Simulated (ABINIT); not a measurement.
# GeBr2 (Fm-3m): third-order response, part 2 of 3

Wanted: vibrational spectra of GeBr2 (Fm-3m) from linear and non-linear response.

ABINIT 10.8.3; DFT LDA, scalar-relativistic, plane waves, HGH norm-conserving pseudopotentials.

So far. Step 4 (Relaxing the cell and atoms): The volume changes by -0.2 % in this run and stands -1.2 % from the first cell. Step 5 (Self-consistent run for the response): The cell stands at -2.3 GPa: the relaxation ran with a smoothed and higher cutoff and on another k mesh. The relaxed cell has a = 6.776 Å (conventional setting).

The structure was built from a prototype and need not be the compound's stable phase.

### Step 7. Zone-centre response

The derivative of the wavefunctions by k comes first, since the response to a field is built on it; then the field and the displacements that symmetry doesn't supply are solved at q = 0. By the 2n+1 theorem the first-order wavefunctions also give third derivatives: Raman tensors and the non-linear susceptibility.

It reads the wavefunctions written in step 5.

dfpt_gamma.abi

```
ndtset 3

# common to the responses
getwfk_filepath "gso_WFK"
kptopt 2
nqpt 1
qpt 0.0 0.0 0.0
asr 0
chneut 0

# d/dk
rfelfd1 2
rfdir1 1 1 1
iscf1 -3
tolwfr1 1.0d-20

# displacements, field
rfphon2 1
rfatpol2 1 3
rfdir2 1 1 1
rfelfd2 3
getddk2 1
tolvrs2 1.0d-10
prepanl2 1
prtden2 1

# third order
optdriver3 5
getden_filepath3 "gso_DEN"
get1den3 2
get1wf3 2
getddk3 1
d3e_pert1_elfd3 1
d3e_pert1_phon3 1
d3e_pert1_atpol3 1 3
d3e_pert1_dir3 1 1 1
d3e_pert2_elfd3 1
d3e_pert2_dir3 1 1 1
d3e_pert3_elfd3 1
d3e_pert3_dir3 1 1 1
usepead3 1
tolvrs3 1.0d-10

# basis, mesh and filling
ecut 20.0
ixc 7
ngkpt 4 4 4
nshiftk 4
shiftk 
    0.5 0.5 0.5
    0.5 0.0 0.0
    0.0 0.5 0.0
    0.0 0.0 0.5
istwfk *1
occopt 1
nband 9
nstep 100
diemac 9.0
prtebands 0
prtgsr 0

# cell and atoms
acell 9.054904101 9.054904101 9.054904101
rprim 
    0.0 0.7071067812 0.7071067812
    0.7071067812 0.0 0.7071067812
    0.7071067812 0.7071067812 0.0
ntypat 2
znucl 32 35
natom 3
typat 1 2 2
xred 
    0.0 0.0 0.0
    0.25 0.25 0.25
    0.75 0.75 0.75
pp_dirpath "./pseudo"
pseudos "Ge.hgh, Br.hgh"
```

Launch:

```
OMP_NUM_THREADS=1 mpirun -n 4 abinit dfpt_gamma.abi > dfpt_gamma.log
```

Numbers of over 12 decimals in the logs are rounded to 6 here.

dfpt_gamma.abo, the main output file:

```text
[banners, grids, parts of the stress and lines that vanish by symmetry left out]
- input  file    -> dfpt_gamma.abi
- output file    -> dfpt_gamma.abo
- root for input  files -> dfpt_gammai
[...]
DATASET    1 : space group Fm -3 m (#225); Bravais cF (face-center cubic)
[...]
nfft =       64000          nkpt =         128
[...]
DATASET    2 : space group Fm -3 m (#225); Bravais cF (face-center cubic)
[...]
nfft =       64000          nkpt =         128
[...]
DATASET    3 : space group Fm -3 m (#225); Bravais cF (face-center cubic)
[...]
mpw =        2249          nfft =       64000          nkpt =         128
[...]
== DATASET  1 ==================================================================
[...]
cutoff_energies: {ecut:  20.0, pawecutdg:  -1.0, }
[...]
Exchange-correlation functional for the present dataset will be:
  LDA: Perdew-Wang 92 LSD fit to Ceperley-Alder data - ixc=7
[...]
- 35.00000   7.00000     10605                znucl, zion, pspdat
[...]
Perturbation : derivative vs k along direction   1
[...]
-ETOT  1  -13.351276756664     -1.335E+01 5.442E-02 0.000E+00
 ETOT  2  -13.371557808765     -2.028E-02 8.181E-04 0.000E+00
 ETOT  3  -13.371675371907     -1.176E-04 3.591E-06 0.000E+00
 ETOT  4  -13.371676501236     -1.129E-06 5.685E-08 0.000E+00
 ETOT  5  -13.371676515309     -1.407E-08 8.720E-10 0.000E+00
[...]
At SCF step   12   max residual=  9.95E-21 < tolwfr=  1.00E-20 =>converged.
[...]
Perturbation : derivative vs k along direction   2
[...]
-ETOT  1  -13.351276756480     -1.335E+01 5.442E-02 0.000E+00
[...]
At SCF step   12   max residual=  9.95E-21 < tolwfr=  1.00E-20 =>converged.
[...]
Perturbation : derivative vs k along direction   3
[...]
-ETOT  1  -13.351276756296     -1.335E+01 5.442E-02 0.000E+00
[...]
At SCF step   12   max residual=  9.95E-21 < tolwfr=  1.00E-20 =>converged.
[...]
1        1       2.6956909869   -0.0000000000
     1        2       1.3478454934   -0.0000000000
     1        3       1.3478454934   -0.0000000000
     2        1       1.3478454934   -0.0000000000
     2        2       2.6956909869   -0.0000000000
     2        3       1.3478454934   -0.0000000000
     3        1       1.3478454934   -0.0000000000
     3        2       1.3478454934   -0.0000000000
     3        3       2.6956909869   -0.0000000000
[...]
== DATASET  2 ==================================================================
[...]
cutoff_energies: {ecut:  20.0, pawecutdg:  -1.0, }
[...]
Exchange-correlation functional for the present dataset will be:
  LDA: Perdew-Wang 92 LSD fit to Ceperley-Alder data - ixc=7
[...]
Perturbation : displacement of atom   1   along direction   1
[...]
-ETOT  1   19.014052103460     -1.244E+02 7.999E-01 5.911E+04
[...]
At SCF step   10       vres2   =  2.77E-12 < tolvrs=  1.00E-10 =>converged.
[...]
Perturbation : displacement of atom   2   along direction   1
[...]
-ETOT  1   269.41493976827     -4.338E+02 1.554E+00 7.410E+05
[...]
At SCF step   11       vres2   =  3.68E-11 < tolvrs=  1.00E-10 =>converged.
[...]
Perturbation : homogeneous electric field along direction   1
[...]
-ETOT  1  -193.85769295406     -1.939E+02 1.415E+00 3.731E+04
[...]
At SCF step   11       vres2   =  1.14E-12 < tolvrs=  1.00E-10 =>converged.
[...]
Perturbation : homogeneous electric field along direction   2
[...]
-ETOT  1  -193.85769295472     -1.939E+02 1.415E+00 3.731E+04
[...]
At SCF step   11       vres2   =  1.14E-12 < tolvrs=  1.00E-10 =>converged.
[...]
Perturbation : homogeneous electric field along direction   3
[...]
-ETOT  1  -193.85769295539     -1.939E+02 1.415E+00 3.731E+04
[...]
ETOT 10  -209.37094060925     -3.155E-12 9.998E-14 1.263E-10
 ETOT 11  -209.37094060925      0.000E+00 1.405E-15 1.135E-12
 At SCF step   11       vres2   =  1.14E-12 < tolvrs=  1.00E-10 =>converged.
[...]
Dielectric tensor, in cartesian coordinates,
[...]
1    5   1    5         7.9391522295        -0.0000000000
   1    5   2    5        -0.0000000000        -0.0000000000
   1    5   3    5        -0.0000000000        -0.0000000000
   2    5   1    5        -0.0000000000        -0.0000000000
   2    5   2    5         7.9391522295        -0.0000000000
   2    5   3    5        -0.0000000000        -0.0000000000
   3    5   1    5        -0.0000000000        -0.0000000000
   3    5   2    5        -0.0000000000        -0.0000000000
   3    5   3    5         7.9391522295        -0.0000000000
  Effective charges, in cartesian coordinates,
[...]
1    1   1    5         4.3365443817         0.0000000000
   2    1   1    5        -0.0000000000         0.0000000000
   3    1   1    5         0.0000000000         0.0000000000
   1    2   1    5        -2.1306819625         0.0000000000
   2    2   1    5        -0.0000000000         0.0000000000
[...]
Effective charges, in cartesian coordinates,
[...]
2    5   1    3         0.0000000000         0.0000000000
   3    5   1    3         0.0000000000         0.0000000000
   1    5   2    3        -0.0000000000         0.0000000000
   2    5   2    3        -2.1306819646         0.0000000000
   3    5   2    3        -0.0000000000         0.0000000000
   1    5   3    3         0.0000000000         0.0000000000
   2    5   3    3         0.0000000000         0.0000000000
   3    5   3    3        -2.1306819646         0.0000000000
  Phonon wavevector (reduced coordinates) :  0.00000  0.00000  0.00000
 Phonon energies in Hartree :
[...]
Phonon frequencies in cm-1    :
- -3.520507E+01 -3.520507E+01 -3.520507E+01  2.163548E+00  2.163548E+00
-  2.163548E+00  1.333201E+02  1.333201E+02  1.333201E+02
  Phonon at Gamma, with non-analyticity in the
[...]
Phonon energies in Hartree :
[...]
Phonon frequencies in cm-1    :
- -3.520507E+01 -3.520507E+01  2.150620E+00  2.163548E+00  2.163548E+00
-  1.333201E+02  1.333201E+02  1.333201E+02  1.686674E+02
  Phonon at Gamma, with non-analyticity in the
[...]
Phonon energies in Hartree :
[...]
Phonon frequencies in cm-1    :
- -3.520507E+01 -3.520507E+01  2.150620E+00  2.163548E+00  2.163548E+00
-  1.333201E+02  1.333201E+02  1.333201E+02  1.686674E+02
  Phonon at Gamma, with non-analyticity in the
[...]
Phonon energies in Hartree :
[...]
Phonon frequencies in cm-1    :
- -3.520507E+01 -3.520507E+01  2.150620E+00  2.163548E+00  2.163548E+00
-  1.333201E+02  1.333201E+02  1.333201E+02  1.686674E+02
[...]
== DATASET  3 ==================================================================
[...]
cutoff_energies: {ecut:  20.0, pawecutdg:  -1.0, }
[...]
Exchange-correlation functional for the present dataset will be:
  LDA: Perdew-Wang 92 LSD fit to Ceperley-Alder data - ixc=7
[...]
j1 : displacement of atom   2 along direction   1
[...]
j2 : displacement of atom   2 along direction   1
[...]
j2 : displacement of atom   2 along direction   1
[...]
1          1       -0.000000000       -0.000000000       -0.000000000
[...]
1          2       -0.000000000       -0.000000000       -0.000000000
[...]
1          3       -0.000000000       -0.000000000       -0.000000000
[...]
2          1       -0.000000000       -0.000000000       -0.000000000
[...]
2          2        0.000000000       -0.000000000       -0.082584998
[...]
2          3       -0.000000000       -0.082584998       -0.000000000
[...]
3          1        0.000000000       -0.000000000       -0.000000000
[...]
3          2       -0.000000000        0.000000000        0.082584998
[...]
3          3        0.000000000        0.082584998        0.000000000
[...]
strten2     0.0000000000E+00  0.0000000000E+00  0.0000000000E+00
           strten3     0.0000000000E+00  0.0000000000E+00  0.0000000000E+00
================================================================================
```

Run time: 3.8 min. Hardware: 4 MPI ranks of Arm Neoverse V1, shared host.

Read from the output:

```
miss of the charge sum rule                                       : 0.07518 e
largest acoustic frequency at the zone centre before the sum rule : 2.16 cm⁻¹
highest optical zone-centre mode (no LO-TO term)                  : 133.3 cm⁻¹
lowest optical zone-centre mode                                   : -35.21 cm⁻¹
mean high-frequency dielectric constant                           : 7.939
largest Born charge in size (third of the trace)                  : 4.337 e
```

Born charge (rows field, columns displacement), before the sum rule (e), principal values of the symmetric part by kind of site:

| atom | atoms with these values | low | middle | high | mean |
| --- | --- | --- | --- | --- | --- |
| Ge1 | 1 | 4.34 | 4.34 | 4.34 | 4.34 |
| Br2 | 2 | -2.13 | -2.13 | -2.13 | -2.13 |

In full for Br2:

```
-2.13  0.00  0.00
 0.00 -2.13  0.00
 0.00  0.00 -2.13
```

High-frequency dielectric tensor:

```
7.94 0.00 0.00
0.00 7.94 0.00
0.00 0.00 7.94
```

The acoustic modes at Γ come out as far as 2.2 cm⁻¹ from zero, where they should vanish, a small numerical error; the Born charges miss their sum rule by 0.075 e, too much: mesh or cutoff is short for the field response. The lowest optical mode is imaginary, 35i cm⁻¹, an instability at this level and on this k mesh.

### Step 8. Modes with the sum rule

anaddb reads the merged derivatives, imposes the acoustic sum rule and charge neutrality, and adds the LO-TO term along chosen directions.

anaddb.abi

```
ddb_filepath "gamma_DDB"
output_file "anaddb.abo"
outdata_prefix "anaddb"
asr 1
chneut 1
enunit 2
eivec 1
nph1l 1
qph1l 0.0 0.0 0.0 1.0
dieflag 2
nph2l 3
qph2l 
    1.0 0.0 0.0 0.0
    0.0 0.0 1.0 0.0
    1.0 1.0 1.0 0.0
nlflag 1
ramansr 1
alphon 1
prtmbm 1
```

mrgddb.in

```
gamma_DDB
merged
3
dfpt_gammao_DS2_DDB
dfpt_gammao_DS3_DDB
gso_DDB
```

Launch:

```
mrgddb < mrgddb.in > mrgddb.log
OMP_NUM_THREADS=1 anaddb anaddb.abi > anaddb.log
```

anaddb.abo, the main output file:

```text
[banners, grids, parts of the stress and lines that vanish by symmetry left out]
-outvars_anaddb: echo values of input variables ----------------------

 Flags :
[...]
Dielectric Tensor and Effective Charges
[...]
Effective charge tensors after
[...]
1          1       -0.000000000        0.000000000        0.000000000
[...]
1          2       -0.000000000        0.000000000        0.000000000
[...]
1          3       -0.000000000       -0.000000000       -0.000000000
[...]
2          1       -0.000000000        0.000000000        0.000000000
[...]
2          2        0.000000000       -0.000000000       -0.082584998
[...]
2          3       -0.000000000       -0.082584998       -0.000000000
[...]
3          1        0.000000000       -0.000000000       -0.000000000
[...]
3          2       -0.000000000        0.000000000        0.082584998
[...]
3          3        0.000000000        0.082584998        0.000000000
[...]
Phonon wavevector (reduced coordinates) :  0.00000  0.00000  0.00000
 Phonon energies in Hartree :
[...]
Phonon energies in meV     :
- -4.370396E+00 -4.370396E+00 -4.370396E+00  0.000000E+00  0.000000E+00
-  0.000000E+00  1.652681E+01  1.652681E+01  1.652681E+01
 Phonon frequencies in cm-1    :
- -3.524962E+01 -3.524962E+01 -3.524962E+01  0.000000E+00  0.000000E+00
-  0.000000E+00  1.332977E+02  1.332977E+02  1.332977E+02
 Phonon frequencies in Thz     :
- -1.056757E+00 -1.056757E+00 -1.056757E+00  0.000000E+00  0.000000E+00
-  0.000000E+00  3.996166E+00  3.996166E+00  3.996166E+00
 Phonon energies in Kelvin  :
- -5.071634E+01 -5.071634E+01 -5.071634E+01  0.000000E+00  0.000000E+00
-  0.000000E+00  1.917857E+02  1.917857E+02  1.917857E+02
[...]
-  1  0.00000000E+00  0.00000000E+00 -2.27921858E-03
-     0.00000000E+00  0.00000000E+00  0.00000000E+00
-  2  0.00000000E+00  0.00000000E+00  1.03558159E-03
-     0.00000000E+00  0.00000000E+00  0.00000000E+00
-  3  0.00000000E+00  0.00000000E+00  1.03558159E-03
-     0.00000000E+00  0.00000000E+00  0.00000000E+00
[...]
-  1  0.00000000E+00  2.27921858E-03  0.00000000E+00
-     0.00000000E+00  0.00000000E+00  0.00000000E+00
-  2  0.00000000E+00 -1.03558159E-03  0.00000000E+00
-     0.00000000E+00  0.00000000E+00  0.00000000E+00
-  3  0.00000000E+00 -1.03558159E-03  0.00000000E+00
-     0.00000000E+00  0.00000000E+00  0.00000000E+00
[...]
-  1  2.27921858E-03  0.00000000E+00  0.00000000E+00
-     0.00000000E+00  0.00000000E+00  0.00000000E+00
-  2 -1.03558159E-03  0.00000000E+00  0.00000000E+00
-     0.00000000E+00  0.00000000E+00  0.00000000E+00
-  3 -1.03558159E-03  0.00000000E+00  0.00000000E+00
-     0.00000000E+00  0.00000000E+00  0.00000000E+00
[...]
-  1  0.00000000E+00  0.00000000E+00  1.53633300E-03
-     0.00000000E+00  0.00000000E+00  0.00000000E+00
[...]
-     0.00000000E+00  0.00000000E+00  0.00000000E+00
[...]
-     0.00000000E+00  0.00000000E+00  0.00000000E+00
[...]
-     0.00000000E+00  0.00000000E+00  0.00000000E+00
[...]
-     0.00000000E+00  0.00000000E+00  0.00000000E+00
[...]
Phonon at Gamma, with non-analyticity in the
[...]
Phonon energies in Hartree :
[...]
Phonon energies in meV     :
- -4.370396E+00 -4.370396E+00  0.000000E+00  0.000000E+00  0.000000E+00
[...]
Phonon frequencies in cm-1    :
- -3.524962E+01 -3.524962E+01  0.000000E+00  0.000000E+00  0.000000E+00
[...]
Phonon frequencies in Thz     :
- -1.056757E+00 -1.056757E+00  0.000000E+00  0.000000E+00  0.000000E+00
[...]
Phonon energies in Kelvin  :
- -5.071634E+01 -5.071634E+01  0.000000E+00  0.000000E+00  0.000000E+00
[...]
Phonon at Gamma, with non-analyticity in the
[...]
Phonon energies in Hartree :
[...]
Phonon energies in meV     :
- -4.370396E+00 -4.370396E+00  0.000000E+00  0.000000E+00  0.000000E+00
[...]
Phonon frequencies in cm-1    :
- -3.524962E+01 -3.524962E+01  0.000000E+00  0.000000E+00  0.000000E+00
[...]
Phonon frequencies in Thz     :
- -1.056757E+00 -1.056757E+00  0.000000E+00  0.000000E+00  0.000000E+00
[...]
Phonon energies in Kelvin  :
- -5.071634E+01 -5.071634E+01  0.000000E+00  0.000000E+00  0.000000E+00
[...]
-  3 -1.03558159E-03  0.00000000E+00  0.00000000E+00
-     0.00000000E+00  0.00000000E+00  0.00000000E+00
[...]
-  1  0.00000000E+00  0.00000000E+00 -1.53633193E-03
-     0.00000000E+00  0.00000000E+00  0.00000000E+00
-  2  0.00000000E+00  0.00000000E+00 -1.53633199E-03
-     0.00000000E+00  0.00000000E+00  0.00000000E+00
-  3  0.00000000E+00  0.00000000E+00 -1.53633199E-03
-     0.00000000E+00  0.00000000E+00  0.00000000E+00
[...]
-  1  0.00000000E+00 -1.53633300E-03  0.00000000E+00
-     0.00000000E+00  0.00000000E+00  0.00000000E+00
-  2  0.00000000E+00 -1.53633151E-03  0.00000000E+00
-     0.00000000E+00  0.00000000E+00  0.00000000E+00
[...]
Phonon at Gamma, with non-analyticity in the
[...]
Phonon energies in Hartree :
[...]
Phonon energies in meV     :
- -4.370396E+00 -4.370396E+00  0.000000E+00  0.000000E+00  0.000000E+00
[...]
Phonon frequencies in cm-1    :
- -3.524962E+01 -3.524962E+01  0.000000E+00  0.000000E+00  0.000000E+00
[...]
Phonon frequencies in Thz     :
- -1.056757E+00 -1.056757E+00  0.000000E+00  0.000000E+00  0.000000E+00
[...]
Phonon energies in Kelvin  :
- -5.071634E+01 -5.071634E+01  0.000000E+00  0.000000E+00  0.000000E+00
[...]
-  2  1.85276651E-03  0.00000000E+00  0.00000000E+00
[...]
-  3 -1.85276651E-03  0.00000000E+00  0.00000000E+00
[...]
-        -0.000000036       0.000000000      -0.007011648
-        -0.000000097      -0.007011648       0.000000000
[...]
Spherical averages : G0=     0.000000000    G1=     0.000000000    G2=     0.000000000

-
```

Wall time 1.2 s (1 thread).

This step gave:

```
lowest optical zone-centre mode      : -35.25 cm⁻¹
highest mode moved by the LO-TO term : 168.6 cm⁻¹
```

No LO-TO term; unit eigenvectors of the mass-weighted matrix, from anaddb's displacements. The modes at Γ (shares of kinetic energy by element, %) (negative means imaginary):

| mode | frequency (cm⁻¹) | symmetry | Ge % | Br % |
| --- | --- | --- | --- | --- |
| 1 | -35.2 | T1u | 69 | 31 |
| 2 | -35.2 | T1u | 69 | 31 |
| 3 | -35.2 | T1u | 69 | 31 |
| 4 | 0.0 | acoustic | 31 | 69 |
| 5 | 0.0 | acoustic | 31 | 69 |
| 6 | 0.0 | acoustic | 31 | 69 |
| 7 | 133.3 | T2g | 0 | 100 |
| 8 | 133.3 | T2g | 0 | 100 |
| 9 | 133.3 | T2g | 0 | 100 |

Displacements in mode 1 (-35.2 cm⁻¹), the largest set to 1:
```
Ge1  0.00  0.00 -1.00
Br2  0.00  0.00  0.45
Br3  0.00  0.00  0.45
```

Displacements in mode 7 (133.3 cm⁻¹), the largest set to 1:
```
Ge1  0.00  0.00  0.00
Br2  0.00  0.00  1.00
Br3  0.00  0.00 -1.00
```

From anaddb's Raman susceptibilities, degenerate modes summed; imaginary modes left out; transverse modes, the longitudinal lines of polar modes are not listed. Lines of the Raman spectrum (strongest = 100):

| position (cm⁻¹) | lines merged | Raman activity (Å⁴/amu), powder, relative |
| --- | --- | --- |
| 133 | 3 | 100 |

With imaginary modes the relaxed-ion tensors have no meaning and are not tabulated.

The rule moves no optical mode by more than 0.1 cm⁻¹.

(Continued in part 3 of 3.)

[Host names and launcher messages were left out of these logs when they were recorded.]

[Logs are printed without paths, hosts, clocks, repeated set-up lines and the standing remarks that a program may print on its own settings, such as how far it seeks lower states.]

[Hosts, paths, dates, database ids (printed as entryN), source tags and the programs' standing remarks are cut or masked in the printed files.]
